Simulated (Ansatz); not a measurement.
## A hypothetical structure for ZnAg2GeSe4

This structure for ZnAg2GeSe4 is made up. Its elements were placed in a known structure type with a cell scaled to their sizes. What cell does the guess relax to, and how far off was it?

Method: DFT, PBE, plane-wave PAW, files of the set soft_1, scalar-relativistic, no spin, cell and ions relaxed at zero pressure; PAW set soft_1, in the first sound run; inputs show where later runs differ, in Ansatz 0.2.0.

## Step 1: Set-up

It takes space group I-42m (No. 121, tetragonal). Conventional cell: a = 6.876 Å, b = 6.876 Å, c = 8.242 Å, α = 90.00°, β = 90.00°, γ = 90.00°. Nearest to Ag lie 4 Se at 2.61 Å. Nearest to Se lie 1 Ge at 2.30 Å and 2 Ag at 2.61 Å. Nearest to Ge lie 4 Se at 2.30 Å. Nearest to Zn lie 4 Se at 3.20 Å. Farther neighbours and most contacts between anions are not listed.

Coordinates:

```cif
data_structure
_symmetry_space_group_name_H-M 'P 1'
_symmetry_Int_Tables_number 1
_cell_length_a 6.3736
_cell_length_b 6.3736
_cell_length_c 6.3736
_cell_angle_alpha 114.712
_cell_angle_beta 114.712
_cell_angle_gamma 99.432
_cell_volume 194.84
loop_
_atom_site_label
_atom_site_type_symbol
_atom_site_fract_x
_atom_site_fract_y
_atom_site_fract_z
_atom_site_occupancy
Ag1 Ag 0.25000 0.75000 0.50000 1
Ag2 Ag 0.75000 0.25000 0.50000 1
Se3 Se 0.14810 0.54370 0.00000 1
Se4 Se 0.85190 0.85190 0.39560 1
Se5 Se 0.54370 0.14810 0.00000 1
Se6 Se 0.45630 0.45630 0.60440 1
Ge7 Ge 0.50000 0.50000 0.00000 1
Zn8 Zn 0.00000 0.00000 0.00000 1
```

## Step 2: Relaxing cell and atoms

The guess takes its coordinates from another compound and its volume from a rule, so the cell and any free coordinates are relaxed together.

Input file input.yaml:

```yaml
crystal:
  lattice:
    - [-3.438, 3.438, 4.121]
    - [3.438, -3.438, 4.121]
    - [3.438, 3.438, -4.121]
  atoms:
    - { symbol: Ag, position: [0.25, 0.75, 0.5] }
    - { symbol: Ag, position: [0.75, 0.25, 0.5] }
    - { symbol: Se, position: [0.1481, 0.5437, 0.0] }
    - { symbol: Se, position: [0.8519, 0.8519, 0.3956] }
    - { symbol: Se, position: [0.5437, 0.1481, 0.0] }
    - { symbol: Se, position: [0.4563, 0.4563, 0.6044] }
    - { symbol: Ge, position: [0.5, 0.5, 0.0] }
    - { symbol: Zn, position: [0.0, 0.0, 0.0] }
kpoints:
  mp_grid: { grid: [6, 6, 6] }
scf:
  occupations: { method: fermi_dirac, width: 0.05 }
hamiltonian:
  xc: pbe
  pseudopotentials: { kind: paw, azcp: { folder: soft_1 } }
relax:
  f_tol: 0.015
  max_steps: 70
  cell: {}
output:
  forces: true
  stress: true
```

Command:

```bash
ansatz run input.yaml --threads 4 --pin off --max-ram 10240MiB --backend cpu --events-out ev --progress --plain --runs-dir out
```

Numbers of over 12 decimals in the logs are rounded to 6 here.

What it wrote:

```text
Engine: ansatz 0.2.0, x86_64-unknown-linux-gnu
Pseudopotentials: kind: paw
Pseudopotential: Ag, paw, valence charge 19, recommended cutoff 420 eV (normal), soft_1/Ag.paw.azcp
Pseudopotential: Se, paw, valence charge 16, recommended cutoff 420 eV (normal), soft_1/Se.paw.azcp
Pseudopotential: Ge, paw, valence charge 14, recommended cutoff 420 eV (normal), soft_1/Ge.paw.azcp
Pseudopotential: Zn, paw, valence charge 12, recommended cutoff 420 eV (normal), soft_1/Zn.paw.azcp
Functional definition: PBE
  parameter kappa = 0.804
  parameter beta = 0.066725
  exchange = pbe_x(kappa = kappa, mu = beta*pi^2/3)
  correlation = pbe_c(beta = beta)
Crystal: 8 atoms, lattice volume = 194.838 Å³
Basis set: ecut = 420 eV, 3833 PW (Γ), exchange–correlation on 90×90×90 points (8 copies of the dense FFT grid, shifted against one another)
Bands: 77, of which v1, the nominal top of the filled ones, is band 64 counted from 1 (63 counted from 0)
Symmetry: 8 space group operations
Space group: I-42m (ITA 121), of the structure as read, at distance tolerance 5.8e-5 Å
k-points: 30 of 216 (time reversal used)
Non-local potential: Ag, projectors of the file, l = 0: 3, l = 1: 2, l = 2: 2, l = 3: 1
Non-local potential: Se, projectors of the file, l = 0: 2, l = 1: 2, l = 2: 3, l = 3: 1
Non-local potential: Ge, projectors of the file, l = 0: 2, l = 1: 2, l = 2: 3, l = 3: 1
Non-local potential: Zn, projectors of the file, l = 0: 2, l = 1: 2, l = 2: 3, l = 3: 1
PAW form: soft (Blöchl's): semilocal exchange-correlation on the pseudo side does not see the compensation charge
PAW one-centre angular grid: Ag, 590 points (default); XC on 64 Gauss nodes
PAW one-centre angular grid: Se, 590 points (default); XC on 64 Gauss nodes
PAW one-centre angular grid: Ge, 590 points (default); XC on 64 Gauss nodes
PAW one-centre angular grid: Zn, 590 points (default); XC on 64 Gauss nodes
Initial density: superposition of atomic densities (chi_scale 0.1, normalization cell, long waves kept (reshape's long-wave potential 0.02 eV rms))
Initial wavefunctions: pseudopotential atomic-orbital guess
Functional: x = pbe(κ = 0.804, μ = 0.219515), c = pbe(β = 0.066725)
SCF iter   1: F=—  HF=-44672.861339 eV  |F-HF|=—  |Δ(HF+E_count)|=         —  Δρ=4.67e-2  dr2=3.51e0  ethr=3.10e-3  ⟨swp⟩=6.0  Hψ=8081  notcnv=0  defer=3
preconditioner: auto → LDOS  [metal: Δε(μ)=0.046 eV  Ē_g=10.231 eV  σ=0.050 eV  W_gap=0.22  n_scr=58 (ndim 8)  ℏωp=20.9 eV  f_vac=0.038  D(μ)=2.94/eV (n_scr^D=14)  β→1.0]
SCF iter   2: F=—  HF=-44672.668425 eV  |F-HF|=—  |Δ(HF+E_count)|=   1.93e-1  Δρ=4.82e-2  dr2=2.39e0  ethr=2.74e-3  ⟨swp⟩=3.0  Hψ=4614  notcnv=0  defer=158
SCF iter   3: F=—  HF=-44671.876697 eV  |F-HF|=—  |Δ(HF+E_count)|=   7.92e-1  Δρ=1.56e-2  dr2=2.85e-1  ethr=1.87e-3  ⟨swp⟩=3.1  Hψ=4707  notcnv=0  defer=157
SCF iter   4: F=—  HF=-44671.750192 eV  |F-HF|=—  |Δ(HF+E_count)|=   1.27e-1  Δρ=2.75e-3  dr2=1.27e-2  ethr=2.23e-4  ⟨swp⟩=2.3  Hψ=3692  notcnv=0  defer=158
SCF iter   5: F=—  HF=-44671.746272 eV  |F-HF|=—  |Δ(HF+E_count)|=   3.92e-3  Δρ=4.60e-4  dr2=7.12e-4  ethr=9.93e-6  ⟨swp⟩=2.3  Hψ=3987  notcnv=0  defer=154
SCF iter   6: F=—  HF=-44671.746283 eV  |F-HF|=—  |Δ(HF+E_count)|=   1.10e-5  Δρ=1.96e-4  dr2=6.12e-5  ethr=5.56e-7  ⟨swp⟩=2.0  Hψ=3241  notcnv=0  defer=154
SCF iter   7: F=—  HF=-44671.746340 eV  |F-HF|=—  |Δ(HF+E_count)|=   5.65e-5  Δρ=4.84e-5  dr2=4.91e-6  ethr=4.78e-8  ⟨swp⟩=2.0  Hψ=3240  notcnv=0  defer=154
SCF iter   8: F=—  HF=-44671.746341 eV  |F-HF|=—  |Δ(HF+E_count)|=   1.29e-6  Δρ=1.70e-5  dr2=6.86e-7  ethr=3.83e-9  ⟨swp⟩=2.0  Hψ=3238  notcnv=0  defer=154
SCF iter   9: F=-44671.746341 eV  HF=-44671.746341 eV  |F-HF|=6.88e-8  |Δ(HF+E_count)|=   4.00e-8  Δρ=6.90e-6  dr2=9.51e-8  ethr=7.81e-11  ⟨swp⟩=4.0  Hψ=8216  notcnv=0
SCF 1 converged in 9 iterations: F = -44671.746341 eV  dr2 = 9.51e-8
  greatest PAW one-centre occupation: 1.001 electrons in one spin orbital (limit 2), on the Ag atom at site 1 (counted from 0), in its partial waves of l = 0
relax step   1: F+E_penalty+E_count = -44671.74634070 eV  Δ(F+E_penalty+E_count) = +0.000e0 eV  max|allowed force component| = 7.212e-1 eV/Å  Δτ_max = 0.0000 Å  P = +3.294 GPa  Ω = 194.838 Å³  (9 SCF iters, dr2 threshold 1.00e-7 eV, accepted)
Crystal: 8 atoms, lattice volume = 200.383 Å³
Basis set: ecut = 420 eV, 3921 PW (Γ), exchange–correlation on 90×90×90 points (8 copies of the dense FFT grid, shifted against one another)
Initial density: handed on by an earlier stage of this run
Initial wavefunctions: those handed on with the density
iter 1 solved again at ethr=3.47e-5 eV; its pass at ethr=3.10e-3 eV (dr2=4.44e-2 eV) is discarded
SCF iter   1: F=—  HF=-44672.013391 eV  |F-HF|=—  |Δ(HF+E_count)|=         —  Δρ=5.95e-3  dr2=4.50e-2  ethr=3.47e-5  ⟨swp⟩=3.0  Hψ=9881  notcnv=0
preconditioner: auto → LDOS  [metal: Δε(μ)=0.016 eV  Ē_g=9.498 eV  σ=0.050 eV  W_gap=0.08  n_scr=58 (ndim 8)  ℏωp=20.7 eV  f_vac=0.061  D(μ)=3.07/eV (n_scr^D=14)  β→1.0]
SCF iter   2: F=—  HF=-44672.008441 eV  |F-HF|=—  |Δ(HF+E_count)|=   4.95e-3  Δρ=3.43e-3  dr2=2.03e-2  ethr=3.47e-5  ⟨swp⟩=3.0  Hψ=4530  notcnv=0
SCF iter   3: F=—  HF=-44672.001276 eV  |F-HF|=—  |Δ(HF+E_count)|=   7.17e-3  Δρ=6.71e-4  dr2=4.49e-4  ethr=1.59e-5  ⟨swp⟩=2.0  Hψ=3980  notcnv=0  defer=157
SCF iter   4: F=—  HF=-44672.001508 eV  |F-HF|=—  |Δ(HF+E_count)|=   2.32e-4  Δρ=5.89e-4  dr2=3.64e-4  ethr=3.51e-7  ⟨swp⟩=2.0  Hψ=3374  notcnv=0  defer=157
SCF iter   5: F=—  HF=-44672.001360 eV  |F-HF|=—  |Δ(HF+E_count)|=   1.48e-4  Δρ=9.73e-5  dr2=9.71e-6  ethr=2.85e-7  ⟨swp⟩=2.0  Hψ=2708  notcnv=0  defer=157
SCF iter   6: F=—  HF=-44672.001363 eV  |F-HF|=—  |Δ(HF+E_count)|=   2.91e-6  Δρ=2.22e-5  dr2=1.15e-6  ethr=7.59e-9  ⟨swp⟩=2.0  Hψ=3849  notcnv=0  defer=157
SCF iter   7: F=-44672.001363 eV  HF=-44672.001363 eV  |F-HF|=2.22e-8  |Δ(HF+E_count)|=   3.34e-7  Δρ=8.38e-6  dr2=1.44e-7  ethr=6.25e-10  ⟨swp⟩=4.0  Hψ=7623  notcnv=0
SCF 2 converged in 7 iterations: F = -44672.001363 eV  dr2 = 1.44e-7
relax step   2: F+E_penalty+E_count = -44672.00136259 eV  Δ(F+E_penalty+E_count) = -2.550e-1 eV  max|allowed force component| = 2.315e-1 eV/Å  Δτ_max = 0.0820 Å  P = +0.281 GPa  Ω = 200.383 Å³  energy of the carried Pulay correction = -1.590e-3 eV  (7 SCF iters, dr2 threshold 8.00e-7 eV, accepted)
Crystal: 8 atoms, lattice volume = 200.791 Å³
Basis set: ecut = 420 eV, 3947 PW (Γ), exchange–correlation on 90×90×90 points (8 copies of the dense FFT grid, shifted against one another)
iter 1 solved again at ethr=2.57e-4 eV; its pass at ethr=3.10e-3 eV (dr2=3.29e-1 eV) is discarded
[...]
relax step  13: F+E_penalty+E_count = -44673.85847124 eV  Δ(F+E_penalty+E_count) = -1.297e-1 eV  max|allowed force component| = 1.364e-2 eV/Å  Δτ_max = 0.0020 Å  P = +0.583 GPa  Ω = 203.694 Å³  energy of the carried Pulay correction = -9.457e-4 eV  (7 SCF iters, dr2 threshold 8.00e-7 eV, accepted)
relax step  14: F+E_penalty+E_count = -44673.95709336 eV  Δ(F+E_penalty+E_count) = -9.862e-2 eV  max|allowed force component| = 7.464e-3 eV/Å  Δτ_max = 0.0075 Å  P = +0.370 GPa  Ω = 204.684 Å³  energy of the carried Pulay correction = -1.091e-3 eV  (7 SCF iters, dr2 threshold 8.00e-7 eV, accepted)
relax step  15: F+E_penalty+E_count = -44674.01513854 eV  Δ(F+E_penalty+E_count) = -5.805e-2 eV  max|allowed force component| = 9.372e-3 eV/Å  Δτ_max = 0.0070 Å  P = +0.163 GPa  Ω = 205.055 Å³  energy of the carried Pulay correction = -1.056e-3 eV  (7 SCF iters, dr2 threshold 8.00e-7 eV, accepted)
relax step  16: F+E_penalty+E_count = -44674.02426772 eV  Δ(F+E_penalty+E_count) = -9.129e-3 eV  max|allowed force component| = 9.812e-3 eV/Å  Δτ_max = 0.0082 Å  P = -0.042 GPa  Ω = 205.114 Å³  energy of the carried Pulay correction = -9.699e-4 eV  (6 SCF iters, dr2 threshold 8.00e-7 eV, accepted)
relax step  17: F+E_penalty+E_count = -44674.02505726 eV  Δ(F+E_penalty+E_count) = -7.895e-4 eV  max|allowed force component| = 1.052e-2 eV/Å  Δτ_max = 0.0028 Å  P = +0.034 GPa  Ω = 204.986 Å³  energy of the carried Pulay correction = -9.572e-4 eV  (6 SCF iters, dr2 threshold 1.03e-7 eV, accepted)
relax step  18: F+E_penalty+E_count = -44674.04673534 eV  Δ(F+E_penalty+E_count) = -2.168e-2 eV  max|allowed force component| = 1.049e-2 eV/Å  Δτ_max = 0.0000 Å  P = +0.227 GPa  Ω = 204.986 Å³  stress off target by 6.12e-1 GPa  SCF on the basis re-selected at this cell (its energy is not comparable with the rows above)  (10 SCF iters)
relax step  19: F+E_penalty+E_count = -44674.05248359 eV  Δ(F+E_penalty+E_count) = -5.748e-3 eV  max|allowed force component| = 1.121e-3 eV/Å  Δτ_max = 0.0033 Å  P = +0.085 GPa  Ω = 205.429 Å³  energy of the carried Pulay correction = -1.336e-4 eV  (6 SCF iters, dr2 threshold 8.00e-7 eV, accepted)
relax step  20: F+E_penalty+E_count = -44674.05358836 eV  Δ(F+E_penalty+E_count) = -1.105e-3 eV  max|allowed force component| = 9.867e-3 eV/Å  Δτ_max = 0.0015 Å  P = +0.044 GPa  Ω = 205.456 Å³  energy of the carried Pulay correction = -1.503e-4 eV  (6 SCF iters, dr2 threshold 1.54e-7 eV, accepted)
relax step  21: F+E_penalty+E_count = -44674.05309328 eV  Δ(F+E_penalty+E_count) = +4.951e-4 eV  max|allowed force component| = 3.019e-2 eV/Å  Δτ_max = 0.0034 Å  P = -0.096 GPa  Ω = 206.097 Å³  energy of the carried Pulay correction = -3.237e-4 eV  (10 SCF iters, rejected (line search))
relax step  22: F+E_penalty+E_count = -44674.05358630 eV  Δ(F+E_penalty+E_count) = +2.060e-6 eV  max|allowed force component| = 1.559e-4 eV/Å  Δτ_max = 0.0009 Å  P = -0.001 GPa  Ω = 205.656 Å³  energy of the carried Pulay correction = -2.045e-4 eV  (9 SCF iters, accepted)
iter 1 solved again at ethr=3.34e-7 eV; its pass at ethr=3.10e-3 eV (dr2=4.27e-4 eV) is discarded
SCF iter   1: F=—  HF=-44674.049140 eV  |F-HF|=—  |Δ(HF+E_count)|=         —  Δρ=2.72e-4  dr2=3.97e-6  ethr=3.34e-7  ⟨swp⟩=3.1  Hψ=14256  notcnv=0
preconditioner: auto → Resta (q_TF=auto, 2.521 Å⁻¹)  ε∞=5.4  [insulator: Δε(μ)=0.337 eV  Ē_g=9.731 eV  σ=0.050 eV  W_gap=0.83  n_scr=60 (ndim 8)  ℏωp=20.4 eV  f_vac=0.160  D(μ)=0.18/eV (n_scr^D=0)  ε∞_Penn≈5.4]
SCF iter   2: F=—  HF=-44674.052611 eV  |F-HF|=—  |Δ(HF+E_count)|=   3.47e-3  Δρ=1.38e-4  dr2=9.30e-7  ethr=3.10e-9  ⟨swp⟩=2.0  Hψ=4201  notcnv=0
SCF iter   3: F=—  HF=-44674.053787 eV  |F-HF|=—  |Δ(HF+E_count)|=   1.18e-3  Δρ=1.56e-5  dr2=7.32e-8  ethr=7.26e-10  ⟨swp⟩=2.0  Hψ=3244  notcnv=0
SCF iter   4: F=—  HF=-44674.053799 eV  |F-HF|=—  |Δ(HF+E_count)|=   1.22e-5  Δρ=3.46e-6  dr2=8.20e-9  ethr=5.72e-11  ⟨swp⟩=2.0  Hψ=4173  notcnv=0
SCF iter   5: F=—  HF=-44674.053800 eV  |F-HF|=—  |Δ(HF+E_count)|=   4.85e-7  Δρ=1.44e-6  dr2=3.76e-9  ethr=6.40e-12  ⟨swp⟩=2.0  Hψ=3097  notcnv=0
SCF iter   6: F=—  HF=-44674.053800 eV  |F-HF|=—  |Δ(HF+E_count)|=   2.52e-8  Δρ=4.98e-7  dr2=1.08e-9  ethr=2.94e-12  ⟨swp⟩=2.0  Hψ=3011  notcnv=0
SCF iter   7: F=-44674.053800 eV  HF=-44674.053800 eV  |F-HF|=8.73e-11  |Δ(HF+E_count)|=   3.48e-9  Δρ=1.72e-7  dr2=7.51e-11  ethr=1.00e-12  ⟨swp⟩=3.0  Hψ=9488  notcnv=0
SCF 23 converged in 7 iterations: F = -44674.053800 eV  dr2 = 7.51e-11
relax step  23: F+E_penalty+E_count = -44674.05379970 eV  Δ(F+E_penalty+E_count) = -2.134e-4 eV  max|allowed force component| = 1.658e-4 eV/Å  Δτ_max = 0.0000 Å  P = -0.002 GPa  Ω = 205.656 Å³  stress off target by 1.92e-3 GPa  SCF on the basis re-selected at this cell (its energy is not comparable with the rows above)  (7 SCF iters)
basis re-selected at this cell: Δ(F+E_penalty+E_count) = -2.134e-4 eV, ΔP = -0.001 GPa vs the last step (what re-selecting the basis moved, of the pressure what is left beyond the Pulay correction that the steps carried, after the strain that the cell walked since its last selection, with what the two solves' SCF thresholds leave and, on support functions, any second-order correction that the steps lacked; it is no m [...]
SCF converged after 7 iterations
Free energy (F): -44674.053800 eV
Harris-Foulkes:  -44674.053800 eV  (|F-HF|=8.73e-11)
Internal energy: -44674.051803 eV  (E = F + TS)
E sigma→0 (E₀):  -44674.052801 eV
Entropy (-TS):   -0.001996 eV (-0.250 meV/atom)
Fermi energy:    7.395947 eV
--- Per-component energies (eV) ---
  E_band       = -2552.759419
  E_kinetic    = 1614.811014
  E_local      = -21876.722758  (includes V_loc(G=0)·N_el)
  E_nonlocal   = -311.743353
  E_hartree    = 10683.532401
  E_xc         = -804.497186
  E_vxc        = -874.673003  (∫ρ·V_xc dr)
  E_paw        = -20346.784121  (= ΣΔE_a)
  E_vpaw       = -2471.495343  (= ΣTr[D̂ρ^β])
  E_aug_tail   = -0.000995  (compensation charges beyond the density's cutoff)
  E_ewald      = -13632.646806
  E_smearing   = -0.001996  (= −TS)
  E_closure    = 0.000000  (closes the sum)
  Σ components = -44674.053800   (vs F -44674.053800, Δ=0.00e0)
--- Forces (eV/Å), atoms counted from 1 ---
  atom   1  Ag    -0.00000000     0.00000000     0.00000000
  atom   2  Ag    -0.00000000     0.00000000    -0.00000000
  atom   3  Se    -0.00016580     0.00016580    -0.00005622
  atom   4  Se    -0.00016580    -0.00016580     0.00005622
  atom   5  Se     0.00016580    -0.00016580    -0.00005622
  atom   6  Se     0.00016580     0.00016580     0.00005622
  atom   7  Ge     0.00000000     0.00000000    -0.00000000
  atom   8  Zn     0.00000000     0.00000000    -0.00000000
  max |Σ_I F_I| component: 4.25e-17 eV/Å
--- Stress (GPa, compression-positive) ---
       -0.001447      -0.000000      -0.000000
       -0.000000      -0.001447       0.000000
       -0.000000       0.000000      -0.001916
  P = ⅓ Tr σ = -0.0016 GPa (-0.016 kbar)
--- Relaxed structure (20 steps of the walk, 19 accepted, 3 SCFs on fresh bases) ---
  F+E_penalty+E_count = -44674.05379970 eV   max|allowed force component| = 1.658e-4 eV/Å   (the final SCF, on the basis selected at the relaxed cell)
  cell:  # Å, volume = 205.6559 Å³
    - [-2.864720, 2.864720, 6.264939]
    - [2.864720, -2.864720, 6.264939]
    - [2.864720, 2.864720, -6.264939]
  atoms:
    - { symbol: Ag, position: [0.250000, 0.75, 0.5] }
    - { symbol: Ag, position: [0.75, 0.250000, 0.5] }
    - { symbol: Se, position: [0.142805, 0.629201, 0.0] }
    - { symbol: Se, position: [0.857195, 0.857195, 0.486396] }
    - { symbol: Se, position: [0.629201, 0.142805, 0.0] }
    - { symbol: Se, position: [0.370799, 0.370799, 0.513604] }
    - { symbol: Ge, position: [0.500000, 0.500000, 1.389547941394493e-19] }
    - { symbol: Zn, position: [-4.926496887822997e-19, -3.714338045329938e-19, 1.389547941394479e-19] }
```

Run time: 75 s. Hardware: 4 threads of AMD EPYC 9R45 (Zen 5), shared host; peak memory 1 GiB.

Relaxation path (22 of 23):

| step | energy less that of the first step (eV) | largest force component (eV/Å) | pressure (GPa) | volume (Å³) |
| --- | --- | --- | --- | --- |
| 1 | 0.0000 | 0.7212 | 3.29 | 194.84 |
| 2 | -0.2550 | 0.2315 | 0.28 | 200.38 |
| 3 | -0.5464 | 0.1723 | -0.73 | 200.79 |
| 4 | -1.0002 | 0.1261 | -0.34 | 197.40 |
| 5 | -1.2871 | 0.0340 | 1.03 | 194.36 |
| 6 | -1.4669 | 0.0162 | 0.27 | 198.79 |
| 7 | -1.6021 | 0.0104 | -0.08 | 200.56 |
| 8 | -1.6420 | 0.0346 | -0.16 | 199.53 |
| 9 | -1.6460 | 0.0055 | 0.09 | 199.18 |
| 10 | -1.6460 | 0.0010 | 0.00 | 199.46 |
| 11* | -1.8251 | 0.0019 | 1.25 | 199.46 |
| 13 | -2.1121 | 0.0136 | 0.58 | 203.69 |
| 14 | -2.2108 | 0.0075 | 0.37 | 204.68 |
| 15 | -2.2688 | 0.0094 | 0.16 | 205.06 |
| 16 | -2.2779 | 0.0098 | -0.04 | 205.11 |
| 17 | -2.2787 | 0.0105 | 0.03 | 204.99 |
| 18* | -2.3004 | 0.0105 | 0.23 | 204.99 |
| 19 | -2.3061 | 0.0011 | 0.08 | 205.43 |
| 20 | -2.3072 | 0.0099 | 0.04 | 205.46 |
| 21 | -2.3068 | 0.0302 | -0.10 | 206.10 |
| 22 | -2.3072 | 0.0002 | 0.00 | 205.66 |
| 23* | -2.3075 | 0.0002 | 0.00 | 205.66 |

Relaxation steps marked * repeat the geometry before them on a plane-wave basis chosen anew for their cell, so energy and pressure can jump there. Other such steps can lie between the rows shown. Relaxation step 21 was tried and not accepted.

Forces are held to the 8 operations that the run works with; a distortion that breaks them can't arise in this run.

| cell as run | before | after | change |
| --- | --- | --- | --- |
| a (Å) | 6.374 | 7.461 | +17.1 % |
| b (Å) | 6.374 | 7.461 | +17.1 % |
| c (Å) | 6.374 | 7.461 | +17.1 % |
| α (°) | 114.71 | 134.84 | +17.5 % |
| β (°) | 114.71 | 134.84 | +17.5 % |
| γ (°) | 99.43 | 65.78 | -33.8 % |
| volume (Å³/atom) | 24.35 | 25.71 | +5.6 % |

The atoms that moved most (Å, as changes of fractional coordinates times the final cell):

| atom | dx | dy | dz | length |
| --- | --- | --- | --- | --- |
| Se3 | 0.260 | -0.260 | 0.502 | 0.623 |
| Se5 | -0.260 | 0.260 | 0.502 | 0.623 |
| Se6 | -0.260 | -0.260 | -0.502 | 0.623 |
| Se4 | 0.260 | 0.260 | -0.502 | 0.623 |

This step gave:

```
free energy             : -44674.0538 eV
energy at zero smearing : -44674.0528 eV
smearing term TS        : 0.001996 eV
Fermi energy            : 7.396 eV
gap by band count       : 7.46e-14 eV
electrons               : 128
symmetry operations     : 8
pressure                : -0.001603 GPa
```

The shortest distance of each pair, which need not be the same contact before and after:

| pair | guess (Å) | relaxed (Å) |
| --- | --- | --- |
| Ge–Se | 2.305 | 2.434 |
| Se–Zn | 3.201 | 2.524 |
| Ag–Se | 2.606 | 2.648 |
| Se–Se | 3.722 | 3.941 |
| Ag–Ag | 4.121 | 4.051 |

The relaxation ends with a largest force component of 1.7e-4 eV/Å and a pressure of 0.00 GPa.

(Part 1 of 2 ends here.)

[Logs are printed without paths, hosts, clocks, repeated set-up lines and the standing remarks that a program may print on its own settings, such as how far it seeks lower states.]

[Hosts, paths, dates, database ids (printed as entryN), source tags and the programs' standing remarks are cut or masked in the printed files.]
